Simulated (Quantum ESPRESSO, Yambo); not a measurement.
An input for Quantum ESPRESSO 7.5 (PtSe2 (1T monolayer)):

```
&control
  calculation = 'nscf'
  prefix = 'x'
  outdir = 'o'
  pseudo_dir = 'pseudo'
/
&system
  ibrav = 0
  nat = 3
  ntyp = 2
  ecutwfc = 104.0
  nbnd = 108
  force_symmorphic = .true.
  noncolin = .true.
  lspinorb = .true.
/
&electrons
  conv_thr = 1e-9
  electron_maxstep = 80
  diago_full_acc = .true.
  diago_thr_init = 5e-6
/
ATOMIC_SPECIES
  Pt 195.08 Pt.upf
  Se 78.971 Se.upf
CELL_PARAMETERS angstrom
  3.7512086967 -0.0000000002 0.0000000000
  -1.8756043482 3.2486420263 0.0000000000
  0.0000000000 0.0000000000 15.0000000000
ATOMIC_POSITIONS crystal
  Pt 0.0000000000 0.0000000000 0.5000000000
  Se 0.3333333333 0.6666666667 0.5869754134
  Se 0.6666666667 0.3333333333 0.4130245866
K_POINTS automatic
  15 15 1 0 0 0
```

```sh
OMP_NUM_THREADS=1 mpirun -n 8 pw.x -nk 4 -in pw.in > pw.out
```

Estimate wall time and host memory on 8 MPI ranks of Arm Neoverse V2, shared host.

It took 2 min; on shared hardware allow 59 s to 3.9 min. Peak host memory was 2.4 GiB.

[Paths, hosts, dates, memory and timing lines, banners, echoed tables and standing remarks are left out of the program output.]

[Logs are printed without paths, hosts, clocks, repeated set-up lines and the standing remarks that a program may print on its own settings, such as how far it seeks lower states.]

[Runs of the session that timed out or met a known fault of the program may be left out.]

[Hosts, paths, dates, database ids (printed as entryN), source tags and the programs' standing remarks are cut or masked in the printed files.]
